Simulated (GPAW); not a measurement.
# Surface energy and work function of Al(111) from slabs of 3 to 12 layers (LDA)

How do energy and work function of Al(111) films settle with thickness, and what surface energy follows?

Set-up. GPAW 26.7.0, plane waves at 450 eV with PAW setups; symmetric 1×1 slabs cut at the tabulated lattice constant (two decimals; low-temperature values for the alkali metals), atoms at bulk places, 7.5 Å of vacuum on each side, one in-plane mesh for all thicknesses, Fermi-Dirac smearing of 0.1 eV. Energies are extrapolated to zero smearing and count from the program's reference atoms. Functional LDA. The cell's area is 7.102 Å².

The runs, one held back:

| layers | energy (eV) | work function (eV) |
| --- | --- | --- |
| 3 | −11.6645 | 4.04 |
| 4 | −15.7899 | 4.22 |
| 5 | −19.9748 | 4.28 |
| 6 | −24.1553 | 4.22 |
| 7 | −28.3155 | 4.21 |
| 8 | −32.4984 | 4.26 |
| 9 | −36.6786 | 4.23 |
| 10 | −40.8401 | 4.20 |
| 11 | −45.0044 | 4.24 |
| 12 | ? | ? |

To predict: What surface energy do these runs give, and what energy and work function should the 12-layer slab have?

A: A slab of n layers has E(n) = nε + 2Aγ once its middle is bulk-like. A line through n = 6 to 11 has the slope ε = −4.1714 eV a layer and the intercept 2Aγ = 0.8750 eV (r.m.s. residual 6.5 meV). So γ = 0.8750 / (2 × 7.102 Å²) = 0.0616 eV/Å² = 0.99 J/m², with a standard error of about 0.02 J/m² from the scatter about the line. For 12 layers: 0.8750 + 12 × (−4.1714) = −49.182 eV; the run gives −49.180 eV, 1.6 meV over the line. The work function has no such law: from 6 to 11 layers it moves between 4.20 and 4.26 eV (mean 4.23), and the 12-layer slab gives 4.24 eV. The thinnest slab, 3 layers, lies −0.19 eV from that mean. The values go up and down with thickness, as expected where levels confined across the film cross the Fermi level one by one. The measured value for this face is 4.32 eV (“Properties of real metallic surfaces: Effects of density functional semilocality and van der Waals nonlocality” (2017, arxiv:1702.08515)); the unrelaxed 12-layer slab lies 0.08 eV under it.

**Limits.** The surfaces are unrelaxed, so γ is an upper bound for this functional and lattice constant. The tabulated lattice constant isn't the functional's own, which strains the slab a little.
